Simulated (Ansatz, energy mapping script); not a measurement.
# CuF2 monolayer: exchange couplings worked by hand

Given the energies of a few magnetic orders of CuF2 monolayer, solve for the couplings by hand and predict the energy of an order left out.

Program: Ansatz 0.2.0. Level of theory: r²SCAN with U = 3.9 eV on Cu d, ortho-atomic projectors, strain along x +0 %; plane waves, U on orthogonalised atomic orbitals unless named otherwise, collinear spin, no spin–orbit coupling. Results are calculated unless marked as measured.

## Step 1: The structure

The cell holds 3 atoms: 1 Cu and 2 F. Cell: a = 3.733 Å, b = 3.733 Å, c = 15.000 Å, α = 90.0°, β = 90.0°, γ = 90.0°. It derives from CuF2. one layer cut from the bulk crystal, unrelaxed, 15 A of vacuum. Vacuum lies along c.

Structure file:

```cif
data_structure
_symmetry_space_group_name_H-M 'P 1'
_symmetry_Int_Tables_number 1
_cell_length_a 3.7328
_cell_length_b 3.7328
_cell_length_c 15.0000
_cell_angle_alpha 90.000
_cell_angle_beta 90.000
_cell_angle_gamma 90.000
_cell_volume 209.01
loop_
_atom_site_label
_atom_site_type_symbol
_atom_site_fract_x
_atom_site_fract_y
_atom_site_fract_z
_atom_site_occupancy
Cu1 Cu 0.00000 0.00000 0.50000 1
F2 F 0.50000 0.00000 0.50000 1
F3 F 0.00000 0.50000 0.50000 1
```

The cell comes from a database of computed structures, and need not be the one that the compound takes in experiment.

## Step 2: Two of the runs

The parallel order and one order with opposed moments, in one cell and on one mesh:

File input.yaml:

```yaml
crystal:
  lattice:
    - [3.732798, 0.0, 0.0]
    - [0.0, 7.465596, 0.0]
    - [0.0, 0.0, 15.0]
  atoms:
    - { symbol: Cu, position: [0.0, 0.0, 0.5], spin: 1.0 }
    - { symbol: Cu, position: [0.0, 0.5, 0.5], spin: 1.0 }
    - { symbol: F, position: [0.5, 0.0, 0.5] }
    - { symbol: F, position: [0.5, 0.5, 0.5] }
    - { symbol: F, position: [0.0, 0.25, 0.5] }
    - { symbol: F, position: [0.0, 0.75, 0.5] }
magnetization:
  spin_polarized: true
kpoints:
  mp_grid: { grid: [7, 4, 1] }
hamiltonian:
  xc: r2scan
  hubbard:
    sites:
      - { species: Cu, l: d, u_eff: 3.9 }
      - { site: 0, l: d, u_eff: 3.9, starting_ns: [{ spin: up, occupation_matrix: cu1_major }, { spin: down, occupation_matrix: cu1_minor }] }
      - { site: 1, l: d, u_eff: 3.9, starting_ns: [{ spin: up, occupation_matrix: cu1_major }, { spin: down, occupation_matrix: cu1_minor }] }
    projectors: ortho-atomic
    occupation_matrices:
      cu1_major:
        matrix:
          - [0.983, 0.0, 0.0, 0.0, 0.0]
          - [0.0, 0.994, 0.0, 0.0, 0.0]
          - [0.0, 0.0, 0.994, 0.0, 0.0]
          - [0.0, 0.0, 0.0, 0.99, 0.0]
          - [0.0, 0.0, 0.0, 0.0, 0.993]
      cu1_minor:
        matrix:
          - [0.98, 0.0, 0.0, 0.0, 0.0]
          - [0.0, 0.995, 0.0, 0.0, 0.0]
          - [0.0, 0.0, 0.995, 0.0, 0.0]
          - [0.0, 0.0, 0.0, 0.201, 0.0]
          - [0.0, 0.0, 0.0, 0.0, 0.993]
scf:
  occupations: { method: fermi_dirac, width: 0.03 }
output:
  eigenvalues: true
  write_density: true
  write_potential: true
  elf: true
  volumetric_format: npy
```

Run with:

```bash
$ ansatz run input.yaml --threads 4 --pin off --max-ram 8192MiB --backend cpu --events-out ev --progress --plain --runs-dir out
```

Numbers of over 12 decimals in the logs are rounded to 6 here.

The program printed:

```text
Engine: ansatz 0.2.0, aarch64-unknown-linux-gnu
Pseudopotentials: kind: paw
Pseudopotential: Cu, paw, valence charge 19, recommended cutoff 500 eV (meta_gga), Cu.paw.azcp
Pseudopotential: F, paw, valence charge 7, recommended cutoff 500 eV (meta_gga), F.paw.azcp
Functional definition: r2SCAN
  parameter k0 = 0.174
  parameter k1 = 0.065
  parameter a1 = 4.9479
  exchange = r2scan_x(k0 = k0, k1 = k1, a1 = a1)
[...]
k-point 1 ↑: bands = [... 29 lower, -7.1356, -7.0092, -6.8975, -6.6877, -6.5931, 0.1951, 1.8363, 1.9223, ... 4 higher]
  k-point 2 ↑: bands = [... 29 lower, -7.1001, -6.9268, -6.9268, -6.7415, -6.7415, 0.9270, 0.9270, 2.2222, ... 4 higher]
  k-point 11 ↓: bands = [... 29 lower, -6.3851, -6.2906, -6.2906, -1.5135, -1.5135, 3.1758, 3.1758, 3.2931, ... 4 higher]
Occupation matrices written to <dir>
[key lines of the parts left out:]
SCF converged after 16 iterations
Magnetization: 2.0000 μB (34.0000 up, 32.0000 down)
Free energy (F): -16498.461971 eV
Fermi energy:    -4.088846 eV
```

Wall time 31 s (4 threads of Arm Neoverse V2, shared host); peak memory 2.1 GiB; 2 min of CPU time.

input.yaml: that of step 2 with these lines changed.

```diff
@@ -7,3 +7,3 @@
     - { symbol: Cu, position: [0.0, 0.0, 0.5], spin: 1.0 }
-    - { symbol: Cu, position: [0.0, 0.5, 0.5], spin: 1.0 }
+    - { symbol: Cu, position: [0.0, 0.5, 0.5], spin: -1.0 }
     - { symbol: F, position: [0.5, 0.0, 0.5] }
@@ -22,3 +22,3 @@
       - { site: 0, l: d, u_eff: 3.9, starting_ns: [{ spin: up, occupation_matrix: cu1_major }, { spin: down, occupation_matrix: cu1_minor }] }
-      - { site: 1, l: d, u_eff: 3.9, starting_ns: [{ spin: up, occupation_matrix: cu1_major }, { spin: down, occupation_matrix: cu1_minor }] }
+      - { site: 1, l: d, u_eff: 3.9, starting_ns: [{ spin: up, occupation_matrix: cu1_minor }, { spin: down, occupation_matrix: cu1_major }] }
     projectors: ortho-atomic
```

The program printed:

```text
[...]
Crystal: 6 atoms, lattice volume = 418.013 Å³
Basis set: ecut = 500 eV, 10673 PW (Γ), exchange–correlation on 120×240×480 points (64 copies of the dense FFT grid, shifted against one another)
Bands: 41, of which v1, the nominal top of the filled ones, is band 33 counted from 1 (32 counted from 0)
Symmetry: 8 space group operations
[...]
k-points: 12 of 28
[...]
k-point 1 ↑: bands = [... 29 lower, -6.9517, -6.8545, -6.5452, -6.5232, -2.8614, 0.2518, 1.8308, 2.0192, ... 4 higher]
  k-point 2 ↑: bands = [... 29 lower, -6.8933, -6.7343, -6.6982, -6.6936, -2.8409, 0.9503, 1.0493, 2.2079, ... 4 higher]
  k-point 11 ↓: bands = [... 29 lower, -6.4967, -6.4385, -6.2765, -5.7289, -1.5878, 3.0410, 3.1636, 3.2850, ... 4 higher]
Occupation matrices written to <dir>
[key lines of the parts left out:]
SCF converged after 17 iterations
Magnetization: 0.0000 μB (33.0000 up, 33.0000 down)
Free energy (F): -16498.567892 eV
Fermi energy:    -4.307460 eV
```

Elapsed: 21 s, on 4 threads; peak memory 2.1 GiB.

At zero occupation width the energies are -16498.46197 and -16498.56789 eV for 2 Cu atoms, so ΔE = 1000 × (-16498.56789 − (-16498.46197)) / 2 = -52.96 meV a magnetic atom.

## Step 3: The orders used, and who is opposed

Each order is measured in this way from the parallel run of its own cell. n counts, for a mean magnetic atom, the neighbours of each shell whose moment is opposed.

| order | ΔE (meV) | n at 3.73 Å (of 4) | n at 5.28 Å (of 4) | n at 7.47 Å (of 4) |
| --- | --- | --- | --- | --- |
| compensated +− in cell A | -52.96 | 2 | 4 | 0 |
| compensated +− in cell B | -98.28 | 4 | 0 | 0 |
| uncompensated ++− in cell C | ? | 2.67 | 1.33 | 2.67 |
| compensated ++−− in cell E | -54.37 | 2 | 2 | 4 |

Wanted: the couplings, and ΔE of the order “uncompensated ++− in cell C”.

## Step 4: The equations

With E = −Σ J e·e over ordered pairs of unit vectors, an atom's energy is −Σ J (z − 2n), since each opposed neighbour turns +1 into −1. Against the parallel order, ΔE = 2 Σ n J:

- 4 J₁ + 8 J₂ = -52.96
- 8 J₁ = -98.28
- 4 J₁ + 4 J₂ + 8 J₃ = -54.37

Cramer's rule: the determinant of the left side is D = -512.0; with the column of each J replaced by the energies it is D₁ = 6290, D₂ = 244.5 and D₃ = 212.5. So J₁ = -12.3 meV, J₂ = -0.478 meV and J₃ = -0.415 meV.

## Step 5: The order left out

ΔE = 5.34 × (-12.3) + 2.66 × (-0.478) + 5.34 × (-0.415) = -69.09 meV.

## Step 6: Mean-field temperature

In the lowest order (compensated +− in cell B) a spin feels the field h = 2 J₀ m with J₀ = Σ J (z − 2n) = (-12.3) × (-4) + (-0.478) × (4) + (-0.415) × (4) = 45.57 meV. For classical unit spins m ≈ h/3k_BT near the transition, so k_BT = 2 J₀/3 and T = 2 × 45.57 / (3 × 0.08617) = 353 K.

## Step 7: Results

- J₁, Cu–Cu at 3.73 Å: -12.3 meV
- J₂, Cu–Cu at 5.28 Å: -0.478 meV
- J₃, Cu–Cu at 7.47 Å: -0.415 meV
- ΔE predicted for the withheld order: -69.1 meV
- ΔE of the withheld run: -68.9 meV
- mean-field temperature by hand: 353 K

In words: The hand solution predicts -69.09 meV and the withheld run gave -68.89 meV, a miss of 0.20 meV on a scale of 98.3 meV, so these shells carry the energies well. A least-squares fit to all 5 orders gives -12.3, -0.451 and -0.408 meV. The least-squares couplings give 354 K in mean field. These couplings act within layers or chains, so the value is a scale of energy and no ordering temperature. This set was picked because its moments stay put and its equations are well conditioned; many sets are less well behaved. Shells left out of the hand model add to these values wherever the orders used reverse them, so each J is partly a sum. A fit with one more shell, at 8.35 Å, gives -12, -0.47, -0.40 and 0.045 meV and 353 K in mean field.

[Logs and program files are shortened in this print: banners, set-up blocks, solver, clock and traceback lines can be left out without a mark of their own.]

[Logs are printed without paths, hosts, clocks, repeated set-up lines and the standing remarks that a program may print on its own settings, such as how far it seeks lower states.]

[Hosts, paths, dates, database ids (printed as entryN), source tags and the programs' standing remarks are cut or masked in the printed files.]

[Where a cell is said to come from a database of computed structures, the database is the Materials Project.]
